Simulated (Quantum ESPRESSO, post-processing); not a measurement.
# 1T-PtS2, 2 layers, AA stacking: a series in the field along the normal, part 4 of 4

Wanted: a table for 1T-PtS2, 2 layers, AA stacking against the field along the normal, and what can be fitted to it.

Quantum ESPRESSO 7.5; plane-wave DFT, PBE, GBRV ultrasoft pseudopotentials.

So far. Step 2 (Variable-cell relaxation of the reference):  The last row is no step: it is a fresh SCF in the final cell with a new plane-wave basis, +0 meV from the row before. Step 5 (Band structure, 0 V/Å): Along this path the valence top lies between K and Γ and the conduction bottom between Γ and M.

## Step 7: Self-consistent run, 0.4 V/Å

File m9.scf.in:

```
&control
  prefix = 'm9.scf'
  outdir = './out'
  pseudo_dir = './pseudo'
  calculation = 'scf'
  tprnfor = .true.
  tefield = .true.
  dipfield = .true.
/
&system
  ibrav = 0
  nat = 6
  ntyp = 2
  ecutwfc = 40
  ecutrho = 200
  occupations = 'smearing'
  smearing = 'fd'
  degauss = 0.002
  edir = 3
  emaxpos = 0.97
  eopreg = 0.04
  eamp = 0.00777876
  nbnd = 34
/
&electrons
  conv_thr = 1e-09
  mixing_beta = 0.4
  electron_maxstep = 120
  mixing_mode = 'plain'
  startingpot = 'file'
/
ATOMIC_SPECIES
  S   32.0600  s_pbe_v1.4.uspp.F.UPF
  Pt  195.0840  pt_pbe_v1.4.uspp.F.UPF
CELL_PARAMETERS angstrom
  3.56019607400000 0.00000000000000 0.00000000000000
  -1.78009803700000 3.08322024300000 0.00000000000000
  0.00000000000000 0.00000000000000 24.22817278700000
ATOMIC_POSITIONS crystal
  S   0.666666666700 0.333333333300 0.350003902800
  Pt  0.000000000000 0.000000000000 0.401193743600
  S   0.333333333300 0.666666666700 0.451140473400
  S   0.666666666700 0.333333333300 0.548859526600
  Pt  0.000000000000 0.000000000000 0.598806256400
  S   0.333333333300 0.666666666700 0.649996097200
K_POINTS automatic
  12 12 1 0 0 0
```

Run with:

```bash
> cp -r out/m0.scf.save out/m9.scf.save
> OMP_NUM_THREADS=1 mpirun -n 4 pw.x -nk 4 -in m9.scf.in > m9.scf.out
```

Output:

```text
[banner, memory and clock lines left out]
Program PWSCF v.7.5 starts
[...]
number of electrons       =        56.00
     number of Kohn-Sham states=           34
     kinetic-energy cutoff     =      40.0000  Ry
     charge density cutoff     =     200.0000  Ry
[...]
number of k points=    74  Fermi-Dirac smearing, width (Ry)=  0.0020
[...]
Dense  grid:    85635 G-vectors     FFT dimensions: (  32,  32, 216)
[...]
The initial density is read from file :
[...]
negative rho (up, down):  3.443E-01 0.000E+00
[...]
Starting wfcs are   40 randomized atomic wfcs
[...]
negative rho (up, down):  3.447E-01 0.000E+00
[...]
estimated scf accuracy    <       1.37596957 Ry
[...]
negative rho (up, down):  3.437E-01 0.000E+00
[...]
estimated scf accuracy    <     803.92890614 Ry
[...]
negative rho (up, down):  3.439E-01 0.000E+00
[...]
estimated scf accuracy    <       0.68593726 Ry
[...]
negative rho (up, down):  3.439E-01 0.000E+00
[...]
estimated scf accuracy    <       0.07491554 Ry
[...]
negative rho (up, down):  3.438E-01 0.000E+00
[...]
estimated scf accuracy    <       0.05753643 Ry
[...]
negative rho (up, down):  3.438E-01 0.000E+00
[...]
estimated scf accuracy    <       0.04777456 Ry
[...]
negative rho (up, down):  3.438E-01 0.000E+00
[...]
estimated scf accuracy    <       0.03936435 Ry
[...]
negative rho (up, down):  3.438E-01 0.000E+00
[...]
estimated scf accuracy    <       0.03260666 Ry
[...]
negative rho (up, down):  3.438E-01 0.000E+00
[...]
estimated scf accuracy    <       0.02566055 Ry
[...]
negative rho (up, down):  3.438E-01 0.000E+00
[...]
estimated scf accuracy    <       0.01917608 Ry
[...]
negative rho (up, down):  3.443E-01 0.000E+00
[...]
estimated scf accuracy    <       0.00130709 Ry
[...]
negative rho (up, down):  3.444E-01 0.000E+00
[...]
estimated scf accuracy    <       0.00002094 Ry
[...]
negative rho (up, down):  3.443E-01 0.000E+00
[...]
estimated scf accuracy    <       0.00000948 Ry
[...]
negative rho (up, down):  3.443E-01 0.000E+00
[...]
estimated scf accuracy    <       0.00000292 Ry
[...]
negative rho (up, down):  3.443E-01 0.000E+00
[...]
estimated scf accuracy    <       0.00000086 Ry
[...]
negative rho (up, down):  3.443E-01 0.000E+00
[...]
estimated scf accuracy    <       0.00000036 Ry
[...]
negative rho (up, down):  3.443E-01 0.000E+00
[...]
estimated scf accuracy    <       0.00000005 Ry
[...]
negative rho (up, down):  3.443E-01 0.000E+00
[...]
estimated scf accuracy    <          7.1E-09 Ry
[...]
negative rho (up, down):  3.443E-01 0.000E+00
[...]
estimated scf accuracy    <          1.0E-09 Ry
[...]
negative rho (up, down):  3.443E-01 0.000E+00
[...]
Computed dipole along edir(3) :
        Dipole                0.4095 Ry au,          1.0408 Debye
        Dipole field          0.0029 Ry au,
        E field amplitude [Ha a.u.]:  7.7788E-03
        Potential amp.        0.4318 Ry
        Total length         43.9532 bohr
[...]
the Fermi energy is     1.6199 ev
!    total energy              =    -517.93852875 Ry
     estimated scf accuracy    <          4.7E-10 Ry
     smearing contrib. (-TS)   =      -0.00000000 Ry
     internal energy E=F+TS    =    -517.93852875 Ry
[...]
one-electron contribution =   -3221.85567749 Ry
     hartree contribution      =    1621.38587486 Ry
     xc contribution           =    -147.50206596 Ry
     ewald contribution        =    1230.03853630 Ry
     electric field correction =      -0.00519645 Ry
     convergence has been achieved in  20 iterations
     negative rho (up, down):  3.443E-01 0.000E+00
[...]
Total force =     0.008745     Total SCF correction =     0.000151
[...]
```

Run time: 4.1 min. Hardware: 4 MPI ranks of Arm Neoverse V1, shared host; peak memory 0.82 GiB.

Read from the output:

| Property | Result |
| --- | --- |
| free energy | -7046.9127 eV |
| Fermi energy | 1.620 eV |
| dipole along the normal | 0.2167 e·Å |
| valence top, on the run's zero | 1.213 eV |
| conduction bottom, on the run's zero | 2.022 eV |
| gap by band count | 0.8089 eV |

## Step 8: Self-consistent run, -0.4 V/Å

m10.scf.in, as its differences from the input of step 7:

```diff
@@ -1,3 +1,3 @@
 &control
-  prefix = 'm9.scf'
+  prefix = 'm10.scf'
   outdir = './out'
@@ -21,3 +21,3 @@
   eopreg = 0.04
-  eamp = 0.00777876
+  eamp = -0.00777876
   nbnd = 34
```

Run with:

```bash
> cp -r out/m0.scf.save out/m10.scf.save
> OMP_NUM_THREADS=1 mpirun -n 4 pw.x -nk 4 -in m10.scf.in > m10.scf.out
```

Output:

```text
[banner, memory and clock lines left out]
Program PWSCF v.7.5 starts
[...]
number of electrons       =        56.00
     number of Kohn-Sham states=           34
     kinetic-energy cutoff     =      40.0000  Ry
     charge density cutoff     =     200.0000  Ry
[...]
number of k points=    74  Fermi-Dirac smearing, width (Ry)=  0.0020
[...]
Dense  grid:    85635 G-vectors     FFT dimensions: (  32,  32, 216)
[...]
The initial density is read from file :
[...]
negative rho (up, down):  3.443E-01 0.000E+00
[...]
Starting wfcs are   40 randomized atomic wfcs
[...]
negative rho (up, down):  3.447E-01 0.000E+00
[...]
estimated scf accuracy    <       1.37852411 Ry
[...]
negative rho (up, down):  3.437E-01 0.000E+00
[...]
estimated scf accuracy    <     825.09196459 Ry
[...]
negative rho (up, down):  3.438E-01 0.000E+00
[...]
estimated scf accuracy    <       0.73104792 Ry
[...]
negative rho (up, down):  3.438E-01 0.000E+00
[...]
estimated scf accuracy    <       0.07191929 Ry
[...]
negative rho (up, down):  3.438E-01 0.000E+00
[...]
estimated scf accuracy    <       0.05403851 Ry
[...]
negative rho (up, down):  3.438E-01 0.000E+00
[...]
estimated scf accuracy    <       0.04499817 Ry
[...]
negative rho (up, down):  3.438E-01 0.000E+00
[...]
estimated scf accuracy    <       0.03797126 Ry
[...]
negative rho (up, down):  3.438E-01 0.000E+00
[...]
estimated scf accuracy    <       0.03191594 Ry
[...]
negative rho (up, down):  3.438E-01 0.000E+00
[...]
estimated scf accuracy    <       0.02562537 Ry
[...]
negative rho (up, down):  3.438E-01 0.000E+00
[...]
estimated scf accuracy    <       0.01944826 Ry
[...]
negative rho (up, down):  3.443E-01 0.000E+00
[...]
estimated scf accuracy    <       0.00166381 Ry
[...]
negative rho (up, down):  3.444E-01 0.000E+00
[...]
estimated scf accuracy    <       0.00002178 Ry
[...]
negative rho (up, down):  3.443E-01 0.000E+00
[...]
estimated scf accuracy    <       0.00000791 Ry
[...]
negative rho (up, down):  3.444E-01 0.000E+00
[...]
estimated scf accuracy    <       0.00000319 Ry
[...]
negative rho (up, down):  3.443E-01 0.000E+00
[...]
estimated scf accuracy    <       0.00000103 Ry
[...]
negative rho (up, down):  3.443E-01 0.000E+00
[...]
estimated scf accuracy    <       0.00000038 Ry
[...]
negative rho (up, down):  3.443E-01 0.000E+00
[...]
estimated scf accuracy    <       0.00000004 Ry
[...]
negative rho (up, down):  3.443E-01 0.000E+00
[...]
estimated scf accuracy    <          6.6E-09 Ry
[...]
negative rho (up, down):  3.443E-01 0.000E+00
[...]
estimated scf accuracy    <          1.0E-09 Ry
[...]
negative rho (up, down):  3.443E-01 0.000E+00
[...]
Computed dipole along edir(3) :
        Dipole               -0.4095 Ry au,         -1.0408 Debye
        Dipole field         -0.0029 Ry au,
        E field amplitude [Ha a.u.]: -7.7788E-03
        Potential amp.       -0.4318 Ry
        Total length         43.9532 bohr
[...]
the Fermi energy is     1.4975 ev
!    total energy              =    -517.93852871 Ry
     estimated scf accuracy    <          4.0E-10 Ry
     smearing contrib. (-TS)   =      -0.00000000 Ry
     internal energy E=F+TS    =    -517.93852871 Ry
[...]
one-electron contribution =   -3221.85575605 Ry
     hartree contribution      =    1621.38595796 Ry
     xc contribution           =    -147.50207039 Ry
     ewald contribution        =    1230.03853630 Ry
     electric field correction =      -0.00519652 Ry
     convergence has been achieved in  20 iterations
     negative rho (up, down):  3.443E-01 0.000E+00
[...]
Total force =     0.008746     Total SCF correction =     0.000141
[...]
```

Elapsed: 4.1 min, on 4 MPI ranks; peak memory 0.88 GiB; 16 min of CPU time.

Numbers from this step:

- Fermi energy: 1.498 eV
- dipole along the normal: -0.2167 e·Å
- valence top, on the run's zero: 1.090 eV
- conduction bottom, on the run's zero: 1.899 eV

## Step 9: The series side by side

The series in one table, energies over the lowest:

```tsv
the field along the normal	dipole (e Å)	gap along the path (eV)	upper vacuum line at the top atoms, over the zero (eV)	lower vacuum line at the bottom atoms, over the zero (eV)	energy (eV)
-0.4 V/Å	-0.2167	0.7815	5.895	5.231	0.0000
-0.3 V/Å	-0.1625	0.7845	5.808	5.31	0.0190
-0.2 V/Å	-0.1083	0.7866	5.722	5.39	0.0325
-0.1 V/Å	-0.05419	0.7879	5.637	5.471	0.0406
-0.05 V/Å	-0.02713	0.7882	5.596	5.512	0.0427
0 V/Å	2.082e-05	0.7882	5.553	5.554	0.0433
0.05 V/Å	0.02713	0.7882	5.512	5.596	0.0427
0.1 V/Å	0.05417	0.7879	5.471	5.637	0.0406
0.2 V/Å	0.1083	0.7866	5.39	5.722	0.0325
0.3 V/Å	0.1625	0.7844	5.31	5.808	0.0190
0.4 V/Å	0.2167	0.7815	5.231	5.896	0.0000
```

## Step 10: Worked from the printed numbers

4πα/A = 180.95 × 0.5420 e Å²/V / 10.977 Å² = 8.93 Å.

In linear response the energy changes by −(p₀ + p)E/2: at 0.2 V/Å, −(0.0000 + 0.1083) × 0.2/2 = -0.0108 eV; the runs give -0.0108 eV.

## Step 11: What came out

```
4πα/A from the weak fields                                                       : 8.93 Å
gap along the path, at -0.4 V/Å and at 0.4 V/Å                                   : 0.78, 0.78 eV
upper vacuum line at the top atoms, over the zero, at -0.4 V/Å and at 0.4 V/Å    : 5.90, 5.23 eV
lower vacuum line at the bottom atoms, over the zero, at -0.4 V/Å and at 0.4 V/Å : 5.23, 5.90 eV
```

The series holds 11 members; 4πα/A from the weak fields: 8.93 Å (PBE, GBRV ultrasoft). The strongest fields leave the weak-field line by 0.1 % of the induced dipole. From -0.4 V/Å to 0.4 V/Å the gap along the path stays within 0.007 eV. From -0.4 V/Å to 0.4 V/Å the upper vacuum line at the top atoms, over the zero falls from 5.90 to 5.23 eV. From -0.4 V/Å to 0.4 V/Å the lower vacuum line at the bottom atoms, over the zero rises from 5.23 to 5.90 eV. Ions are held; semilocal gaps are too small; in strong fields empty levels can belong to the vacuum; one stacking.

[Logs are printed without paths, hosts, clocks, repeated set-up lines and the standing remarks that a program may print on its own settings, such as how far it seeks lower states.]

[Hosts, paths, dates, database ids (printed as entryN), source tags and the programs' standing remarks are cut or masked in the printed files.]

[Maps of the electrostatic potential energy from Ansatz leave out the sawtooth potential of an applied field or a dipole correction, so their vacuum need not be flat; planar profiles and work functions include it.]
